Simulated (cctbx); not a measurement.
# CeAsSe4 with cctbx, script by script

Library: cctbx 2025.11. The data are simulated by the first script.

## 1. Simulate the data

run.py:

```python
from cctbx import adptbx, crystal, miller, sgtbx, xray
from cctbx.array_family import flex
from iotbx.shelx import hklf
from scitbx import matrix
import scitbx.random

cs = crystal.symmetry(unit_cell=(11.292, 11.292, 20.097, 90, 90, 90), space_group_symbol='Hall: I 4bw 2aw -1bw')  # I4_1/acd
atoms = [  # label, site, U (iso, or U11 U22 U33 U12 U13 U23 in A^2), occupancy
    ("Ce1", (0.5, 0, 0.25), (0.0143, 0.0143, 0.0206, 0.0000, -0.0000, 0.0000), 1),
    ("Ce2", (0.5, 0.5, 0.25), (0.0143, 0.0143, 0.0147, 0.0061, 0.0000, 0.0000), 1),
    ("Se1", (0.0892, 0.3632, 0.1202), (0.0154, 0.0143, 0.0191, 0.0005, 0.0021, 0.0019), 1),
    ("Se2", (0.2538, 0.5692, 0.035), (0.0185, 0.0148, 0.0203, -0.0030, -0.0008, -0.0053), 1),
    ("As1", (0.75, 0.5303, 0.125), (0.0208, 0.0203, 0.0172, 0.0000, 0.0012, 0.0000), 1),
]
xs = xray.structure(crystal_symmetry=cs)
for label, site, u, occ in atoms:
    u = adptbx.u_cif_as_u_star(cs.unit_cell(), u) if isinstance(u, tuple) else u
    xs.add_scatterer(xray.scatterer(label, site=site, u=u, occupancy=occ))
xs.set_inelastic_form_factors(0.71073, "sasaki")
xs.show_summary()
p1 = xs.expand_to_p1()
ms = miller.build_set(p1, anomalous_flag=True, d_min=0.6)
flex.set_random_seed(636924)
scitbx.random.set_random_seed(636924)
ms = ms.select(flex.random_double(ms.size()) < 0.7)
i = ms.structure_factors_from_scatterers(p1, algorithm="direct").f_calc().as_intensity_array().data()
i = i / flex.sqrt(1 + 0.3 * i / flex.max(i))  # extinction
i = i * 20000 / flex.max(i)
sig = flex.sqrt(i + flex.pow2(0.02 * i) + 8 ** 2)
noise = scitbx.random.variate(scitbx.random.normal_distribution())(i.size())
data = ms.array(data=i + sig * noise, sigmas=sig).set_observation_type_xray_intensity()
with open("data.hkl", "w") as f:
    data.export_as_shelx_hklf(f)
print("reflections written:", data.size(), " <I/sigma> = %.1f" % flex.mean(data.data() / data.sigmas()))
for h, a, b in list(data.sort("data"))[:12]:
    print("%4d%4d%4d %9.1f %7.1f" % (h + (a, b)))
```

```console
$ python run.py
```

```text
Number of scatterers: 5
At special positions: 3
Unit cell: (11.292, 11.292, 20.097, 90, 90, 90)
Space group: I 41/a c d :1 (No. 142)
reflections written: 34852  <I/sigma> = 3.3
   0   0   8   20596.9   424.3
   0   0  -8   19700.7   424.3
   2   2 -12   10591.0   229.7
   2  -2  12   10468.7   229.7
  -4   0  -4   10419.2   229.1
   2   2  12   10382.3   229.7
   0  -4   4   10362.0   229.1
  -2   2 -12   10345.6   229.7
  -4  -4   0   10336.2   231.4
  -4   4   0   10297.3   231.4
   4   0  -4   10271.2   229.1
   4   4   0   10258.8   231.4
```

Run time: 0.49 s on 1 thread of Arm Neoverse V2 (shared host), peak memory 0.08 GiB.

## 2. Symmetry

run.py:

```python
from cctbx import crystal, sgtbx, statistics
from cctbx.array_family import flex
from iotbx.shelx import hklf

p1 = crystal.symmetry(unit_cell=(11.292, 11.292, 20.097, 90, 90, 90), space_group_symbol="P 1")
raw = hklf.reader(file_name="data.hkl").as_miller_arrays(crystal_symmetry=p1, anomalous=True)[0]
print(raw.size(), "reflections to d = %.3f A" % raw.d_min())
isig = raw.data() / raw.sigmas()
print("centring   violations  <I/sigma> of those")
best = "P"
for c in "ABCIRF":
    a = raw.customized_copy(space_group_info=sgtbx.space_group_info("Hall: %s 1" % c)).sys_absent_flags().data()
    m = flex.mean(isig.select(a))
    print("%5s %10d of %5d %8.1f" % (c, (isig.select(a) > 4).count(True), a.count(True), m))
    if (isig.select(a) > 4).count(True) < 0.01 * a.count(True):
        best = c
raw = raw.select(~raw.customized_copy(space_group_info=sgtbx.space_group_info("Hall: %s 1" % best)).sys_absent_flags().data())
isig = raw.data() / raw.sigmas()
rows = []
for s in sgtbx.space_group_symbol_iterator():
    g = sgtbx.space_group(s)
    if g.conventional_centring_type_symbol() != best or not g.is_compatible_unit_cell(p1.unit_cell(), 1e-3, 0.02):
        continue
    rows.append((s, g))
print("Laue class    unique    Rint  (classes that these axes allow; Friedel mates merged)")
rint = {}
for s, g in rows:
    laue = g.build_derived_patterson_group()
    key = laue.type().hall_symbol()
    if key not in rint:
        m = raw.customized_copy(space_group_info=laue.info(), anomalous_flag=False).merge_equivalents()
        rint[key] = m.r_int()
        print("%-14s %6d %7.3f" % (laue.type().lookup_symbol(), m.array().size(), m.r_int()))
floor = min(rint.values())
good = [(s, g) for s, g in rows if rint[g.build_derived_patterson_group().type().hall_symbol()] < 2 * floor + 0.03]
top = max(g.build_derived_patterson_group().order_z() for s, g in good)
print("space group    extra absences  I>4sigma  <I/sigma>")
for s, g in good:
    laue = g.build_derived_patterson_group()
    if laue.order_z() != top:
        continue
    a = raw.customized_copy(space_group_info=g.info()).sys_absent_flags().data()
    a &= ~raw.customized_copy(space_group_info=laue.info()).sys_absent_flags().data()
    bad = (isig.select(a) > 4).count(True)
    if bad <= 0.03 * a.count(True):
        print("%-16s %8d %10d %9s  %s" % (s.universal_hermann_mauguin(), a.count(True), bad, "%.1f" % flex.mean(isig.select(a)) if a.count(True) else "-", "centric" if g.is_centric() else "acentric"))
laue = max(good, key=lambda t: t[1].build_derived_patterson_group().order_z())[1].build_derived_patterson_group()
f = raw.customized_copy(space_group_info=laue.info(), anomalous_flag=False).merge_equivalents().array().eliminate_sys_absent().f_sq_as_f()
f.set_observation_type_xray_amplitude()
bins = max(3, min(8, f.size() // 12))
f.setup_binner(n_bins=bins)
w = statistics.wilson_plot(f, {e: n / laue.order_z() for e, n in {'Ce': 16.0, 'Se': 64.0, 'As': 16.0}.items()}, e_statistics=True)
print("Wilson B = %.2f A^2   <|E^2-1|> = %.3f (0.968 centric, 0.736 acentric)   E^2>4: %.1f %%" % (w.wilson_b, w.mean_e_sq_minus_1, w.percent_e_sq_gt_2))
print("shell (A)         n   <I/sigma>")
m = raw.customized_copy(space_group_info=laue.info(), anomalous_flag=False).merge_equivalents().array().eliminate_sys_absent()
for b in m.setup_binner(n_bins=bins).range_used():
    sel = m.binner().selection(b)
    print("%5.2f - %4.2f %6d %8.1f" % (min(m.binner().bin_d_range(b)[0] if m.binner().bin_d_range(b)[0] > 0 else 99, 99), m.binner().bin_d_range(b)[1], sel.count(True), flex.mean((m.data() / m.sigmas()).select(sel))))
```

```console
$ python run.py
```

```text
34852 reflections to d = 0.600 A
centring   violations  <I/sigma> of those
    A       2422 of 17462      1.8
    B       2406 of 17409      1.8
    C       3882 of 17365      2.9
    I          0 of 17454     -0.0
    R       5012 of 23321      3.4
    F       4355 of 26118      2.2
Laue class    unique    Rint  (classes that these axes allow; Friedel mates merged)
I 1 2/m 1        6402   0.043
I 1 1 2/m        6284   0.043
I 2/m 1 1        6362   0.043
I m m m          3424   0.047
I 4/m            3191   0.047
I 4/m m m        1812   0.049
space group    extra absences  I>4sigma  <I/sigma>
I 4 2 2                 0          0         -  acentric
I 41 2 2               11          0       0.2  acentric
I 4 m m                 0          0         -  acentric
I 4 c m               691          0      -0.0  acentric
I 41 m d              494          0       0.0  acentric
I 41 c d             1185          0       0.0  acentric
I -4 m 2                0          0         -  acentric
I -4 c 2              691          0      -0.0  acentric
I -4 2 m                0          0         -  acentric
I -4 2 d              494          0       0.0  acentric
I 4/m m m               0          0         -  centric
I 4/m c m             691          0      -0.0  centric
I 41/a m d :1         661          0       0.0  centric
I 41/a m d :2         661          0       0.0  centric
I 41/a c d :1        1352          0      -0.0  centric
I 41/a c d :2        1352          0      -0.0  centric
Wilson B = 1.29 A^2   <|E^2-1|> = 1.046 (0.968 centric, 0.736 acentric)   E^2>4: 5.0 %
shell (A)         n   <I/sigma>
10.05 - 1.20    262     34.4
 1.20 - 0.95    233     25.9
 0.95 - 0.83    224     23.5
 0.83 - 0.76    214     18.6
 0.76 - 0.70    223     14.9
 0.70 - 0.66    221     14.7
 0.66 - 0.63    215      9.3
 0.63 - 0.60    220      9.2
```

Time: 0.36 s.

## 3. Patterson map

run.py:

```python
from cctbx import crystal, maptbx
from iotbx.shelx import hklf

cs = crystal.symmetry(unit_cell=(11.292, 11.292, 20.097, 90, 90, 90), space_group_symbol='Hall: I 4bw 2aw -1bw')  # I4_1/acd
raw = hklf.reader(file_name="data.hkl").as_miller_arrays(crystal_symmetry=cs, anomalous=True)[0]
merged = raw.eliminate_sys_absent().merge_equivalents()
fo2 = merged.array().set_observation_type_xray_intensity()
f = fo2.average_bijvoet_mates().f_sq_as_f()
pm = f.patterson_map(symmetry_flags=maptbx.use_space_group_symmetry, sharpening=False, resolution_factor=0.25)
peaks = pm.peak_search(parameters=maptbx.peak_search_parameters(min_distance_sym_equiv=0.4, max_clusters=14)).all()
top = peaks.heights()[0]
print("Patterson group", f.patterson_symmetry().space_group_info())
print("      u       v       w   height  length (A)")
for x, h in zip(peaks.sites(), peaks.heights()):
    y = [t - round(t) for t in x]
    print("%7.3f %7.3f %7.3f %8.1f %8.2f" % (x + (1000 * h / top, cs.unit_cell().length(y))))
```

```console
$ python run.py
```

```text
Patterson group I 4/m m m
      u       v       w   height  length (A)
  0.000   0.000   0.000   1000.0     0.00
  0.000   0.500   0.000    663.8     5.65
  0.000   0.000   0.500    392.9    10.05
  0.000   0.500   0.250    391.6     7.56
  0.000   0.000   0.250    390.6     5.02
  0.000   0.000   0.180    103.3     3.62
  0.090   0.364   0.126     96.8     4.93
  0.069   0.249   0.284     96.8     6.41
  0.090   0.136   0.376     95.9     7.77
  0.090   0.136   0.125     94.0     3.12
  0.068   0.250   0.465     93.8     9.80
  0.069   0.250   0.215     93.4     5.23
  0.090   0.364   0.374     93.3     8.63
  0.069   0.250   0.035     92.2     3.01
```

Time: 0.35 s.

## 4. Charge flipping

run.py:

```python
import itertools
from cctbx import crystal, maptbx
from cctbx.array_family import flex
from iotbx.shelx import hklf
from smtbx.ab_initio import charge_flipping as cf

cs = crystal.symmetry(unit_cell=(11.292, 11.292, 20.097, 90, 90, 90), space_group_symbol='Hall: I 4bw 2aw -1bw')  # I4_1/acd
raw = hklf.reader(file_name="data.hkl").as_miller_arrays(crystal_symmetry=cs, anomalous=True)[0]
merged = raw.eliminate_sys_absent().merge_equivalents()
fo2 = merged.array().set_observation_type_xray_intensity()
f = fo2.average_bijvoet_mates().f_sq_as_f().resolution_filter(d_min=2.2)
p1 = f.expand_to_p1()
work = p1
flex.set_random_seed(92442)
it = cf.weak_reflection_improved_iterator(delta=None, weak_reflection_fraction=0.3)
it.start(work, phases=flex.random_double(p1.size()) * 6.2832, f_000=0)
it.delta = 1.1 * it.rho_map.sigma()
print("cycle      R  skewness")
for n, st in enumerate(itertools.islice(it, 200)):
    if n % 16 == 0:
        print("%5d %6.3f %8.2f" % (n, st.r1_factor(), st.rho_map.skewness()))
rho = p1.phase_transfer(it.f_calc).fft_map().apply_volume_scaling()
polish = cf.low_density_elimination_iterator(constant_rho_c=rho.sigma())
polish.start(f_obs=p1, phases=it.f_calc, f_000=0)
for _ in range(8):
    next(polish)
print("origin shift          correlation  skewness")
maps = []
for fc, shift, cc in itertools.islice(cf.f_calc_symmetrisations(f, polish.f_calc, 0), 4):
    m = f.phase_transfer(fc).fft_map(symmetry_flags=maptbx.use_space_group_symmetry, resolution_factor=0.25).apply_sigma_scaling()
    maps.append((m.skewness(), cc, m))
    print("%6.3f %6.3f %6.3f %10.3f %9.2f" % (tuple(shift) + (cc, m.skewness())))
skew, cc, m = max((t for t in maps if t[1] > maps[0][1] - 0.04), key=lambda t: t[0])
print("taken: symmetry correlation %.3f, skewness %.2f" % (cc, skew))
peaks = m.peak_search(parameters=maptbx.peak_search_parameters(min_distance_sym_equiv=0.9, max_clusters=10)).all()
sps = cs.special_position_settings(min_distance_sym_equiv=0.5)
print("peak      x       y       z  mult  height/sigma")
for k, (x, h) in enumerate(zip(peaks.sites(), peaks.heights())):
    ss = sps.site_symmetry(x)
    print("Q%-3d %7.4f %7.4f %7.4f %4d %8.1f" % ((k + 1,) + tuple(t % 1 for t in ss.exact_site()) + (ss.multiplicity(), h)))
```

```console
$ python run.py
```

```text
cycle      R  skewness
    0  0.627     0.22
   16  0.496     0.99
   32  0.474     0.83
   48  0.481     0.85
   64  0.461     0.80
   80  0.500     0.74
   96  0.428     0.62
  112  0.436     0.74
  128  0.457     0.80
  144  0.506     0.74
  160  0.470     0.77
  176  0.477     0.83
  192  0.459     0.70
origin shift          correlation  skewness
 0.019  0.234  0.406      0.927      1.60
 0.023  0.229  0.282      0.939      1.56
 0.264  0.489  0.425      0.919      1.63
 0.262  0.490  0.301      0.927      1.69
taken: symmetry correlation 0.927, skewness 1.69
peak      x       y       z  mult  height/sigma
Q1    0.2500  0.2343  0.1250   16      6.3
Q2    0.1391  0.1391  0.7500   16      3.3
Q3    0.9929  0.2500  0.3750   16      2.7
Q4    0.1029  0.1932  0.5085   32      1.5
Q5    0.9937  0.1263  0.0978   32      0.6
```

Time: 0.36 s.

This run holds a fault made on purpose: resolution cut far too low for atomic peaks.

## 5. Charge flipping

run.py, as its changes from the last script of this kind:

```diff
@@ -11 +11 @@
-f = fo2.average_bijvoet_mates().f_sq_as_f().resolution_filter(d_min=2.2)
+f = fo2.average_bijvoet_mates().f_sq_as_f().resolution_filter(d_min=0.6)
```

```console
$ python run.py
```

```text
cycle      R  skewness
    0  0.693     0.46
   16  0.586     2.56
   32  0.423     6.80
   48  0.184     8.32
   64  0.165     7.98
   80  0.165     7.85
   96  0.167     7.75
  112  0.164     7.69
  128  0.170     7.73
  144  0.169     7.73
  160  0.165     7.74
  176  0.161     7.71
  192  0.165     7.74
origin shift          correlation  skewness
 0.421  0.000  0.065      0.758      0.63
 0.172  0.750  0.315      0.757      0.71
 0.421  0.000  0.315      0.756      0.65
 0.172  0.250  0.315      0.754      0.67
taken: symmetry correlation 0.757, skewness 0.71
peak      x       y       z  mult  height/sigma
Q1    0.2519  0.2521  0.0783   32      8.6
Q2    0.0587  0.0639  0.5570   32      4.7
Q3    0.0136  0.2514  0.2864   32      4.1
Q4    0.0468  0.1222  0.6321   32      3.9
Q5    0.0000  0.0000  0.1933   16      3.8
Q6    0.0225  0.1972  0.0603   32      3.5
Q7    0.1234  0.2528  0.1057   32      3.4
Q8    0.1308  0.2114  0.2253   32      3.4
Q9    0.1174  0.2354  0.4716   32      3.3
Q10   0.0247  0.1965  0.1861   32      3.2
```

Time: 2 s.

## 6. Refinement (model from the peaks)

run.py:

```python
import math
from cctbx import adptbx, crystal, maptbx, sgtbx, xray
from cctbx.array_family import flex
from cctbx.xray import observations
from iotbx.shelx import hklf
from scitbx.lstbx import normal_eqns_solving
from smtbx import absolute_structure, utils
from smtbx.refinement import constraints, least_squares

cs = crystal.symmetry(unit_cell=(11.292, 11.292, 20.097, 90, 90, 90), space_group_symbol='Hall: I 4bw 2aw -1bw')  # I4_1/acd
atoms = [  # label, site, U (iso, or U11 U22 U33 U12 U13 U23 in A^2), occupancy
    ("Se1", (0.2519, 0.2521, 0.0783), 0.0200, 1),
    ("Se2", (0.0587, 0.0639, 0.557), 0.0200, 1),
    ("As1", (0, 0, 0.1933), 0.0200, 1),
]
xs = xray.structure(crystal_symmetry=cs)
for label, site, u, occ in atoms:
    u = adptbx.u_cif_as_u_star(cs.unit_cell(), u) if isinstance(u, tuple) else u
    xs.add_scatterer(xray.scatterer(label, site=site, u=u, occupancy=occ))
xs.set_inelastic_form_factors(0.71073, "sasaki")
raw = hklf.reader(file_name="data.hkl").as_miller_arrays(crystal_symmetry=cs, anomalous=True)[0]
merged = raw.eliminate_sys_absent().merge_equivalents()
fo2 = merged.array().set_observation_type_xray_intensity()
print("Rint %.3f, %d unique reflections to %.2f A" % (merged.r_int(), fo2.size(), fo2.d_min()))
for sc in xs.scatterers():
    sc.flags.set_grad_site(True)
    sc.flags.set_grad_u_aniso(sc.flags.use_u_aniso())
    sc.flags.set_grad_u_iso(sc.flags.use_u_iso())
obs = fo2.as_xray_observations()
extra = {}
rep = constraints.reparametrisation(xs, [], utils.connectivity_table(xs), **extra)
ls = least_squares.crystallographic_ls(obs, rep, weighting_scheme=least_squares.mainstream_shelx_weighting(a=0, b=0))
print("cycle     R1     wR2    GooF  max shift (A)")
for cycle in range(6):
    ls.build_up()
    r1, wr2, goof = ls.r1_factor(cutoff_factor=2)[0], ls.wR2(), ls.goof()
    old = xs.sites_cart()
    normal_eqns_solving.levenberg_marquardt_iterations(ls, n_max_iterations=3, tau=0.0001, step_threshold=1e-7)
    big = flex.max((xs.sites_cart() - old).norms())
    print("%4d %7.4f %7.4f %7.3f %9.5f" % (cycle + 1, r1, wr2, goof, big))
    ls.build_up(objective_only=True)
    if abs(ls.wR2() - wr2) < 5e-5 and big < 5e-4:
        break
ls.build_up()
print("final R1 %.4f wR2 %.4f GooF %.3f  parameters %d  data/parameter %.1f" % (ls.r1_factor(cutoff_factor=2)[0], ls.wR2(), ls.goof(), ls.n_parameters, fo2.size() / ls.n_parameters))
cov = ls.covariance_matrix_and_annotations()
su = dict(zip(cov.annotations, (math.sqrt(max(v, 0)) for v in cov.matrix.matrix_packed_u_diagonal())))
a2 = cs.unit_cell().reciprocal_parameters()[0] ** -2
print("atom        x        y        z      Ueq    occ   su(xyz)  su(Uiso or U11)")
for sc in xs.scatterers():
    s = max(su.get(sc.label + k, 0) for k in (".x", ".y", ".z"))
    npd = "" if sc.is_positive_definite_u(cs.unit_cell()) else "  NPD"
    print("%-5s %8.5f %8.5f %8.5f %8.4f %6.3f %8.5f %7.4f%s" % ((sc.label,) + sc.site + (sc.u_iso_or_equiv(cs.unit_cell()), sc.occupancy, s, su.get(sc.label + ".uiso", su.get(sc.label + ".u11", 0) * a2), npd)))
fo = fo2.f_sq_as_f()
fc = fo.structure_factors_from_scatterers(xs, algorithm="direct").f_calc()
diff = fo.f_obs_minus_f_calc(1 / math.sqrt(ls.scale_factor()), fc).average_bijvoet_mates()
m = diff.fft_map(symmetry_flags=maptbx.use_space_group_symmetry, resolution_factor=0.25).apply_volume_scaling()
print("difference map: max %.2f min %.2f rms %.2f" % (m.statistics().max(), m.statistics().min(), m.statistics().sigma()))
peaks = m.peak_search(parameters=maptbx.peak_search_parameters(min_distance_sym_equiv=0.6, max_clusters=7)).all()
near = xs.closest_distances(peaks.sites(), distance_cutoff=4)
sps = cs.special_position_settings(min_distance_sym_equiv=0.5)
for k, (x, h) in enumerate(zip(peaks.sites(), peaks.heights())):
    ss = sps.site_symmetry(x)
    print("Q%-3d %7.4f %7.4f %7.4f %4d %7.2f  %.2f A from %s" % ((k + 1,) + tuple(t % 1 for t in ss.exact_site()) + (ss.multiplicity(), h, near.smallest_distances[k], xs.scatterers()[near.i_seqs[k]].label)))
```

```console
$ python run.py
```

```text
Rint 0.048, 1561 unique reflections to 0.60 A
cycle     R1     wR2    GooF  max shift (A)
   1  0.8671  0.9841  34.545   0.40103
   2  0.7145  0.9449  33.170   0.05273
   3  0.7049  0.9391  32.966   0.31037
   4  0.6989  0.9346  32.807   0.11756
   5  0.6974  0.9327  32.740   0.02231
   6  0.6977  0.9322  32.723   0.02583
final R1 0.6980 wR2 0.9317 GooF 32.705  parameters 10  data/parameter 156.1
atom        x        y        z      Ueq    occ   su(xyz)  su(Uiso or U11)
Se1    0.24314  0.25307  0.06976   0.0001  1.000  0.00177  0.0023
Se2    0.02948  0.09525  0.56461   0.0088  1.000  0.00208  0.0036
As1    0.00000  0.00000  0.18350   0.6653  1.000  0.03192  0.4276
difference map: max 275.97 min -187.17 rms 20.50
Q1    0.2470  0.2511  0.0723   32  285.98  0.07 A from Se1
Q2    0.0269  0.0937  0.5636   32  124.36  0.04 A from Se2
Q3    0.1161  0.1556  0.8073   32   82.13  1.79 A from Se1
Q4    0.9992  0.1814  0.1051   32   79.89  1.31 A from Se2
Q5    0.9982  0.1826  0.1455   32   77.99  1.93 A from Se2
Q6    0.1038  0.1576  0.6959   32   76.43  1.90 A from Se1
Q7    0.1100  0.1632  0.0554   32   74.90  1.76 A from Se2
```

It took 0.75 s on 1 thread of Arm Neoverse V2, on a shared host, peak memory 0.1 GiB.

Figures of merit this high mean that the model is still wrong or incomplete.

[Logs are printed without paths, hosts, clocks, repeated set-up lines and the standing remarks that a program may print on its own settings, such as how far it seeks lower states.]
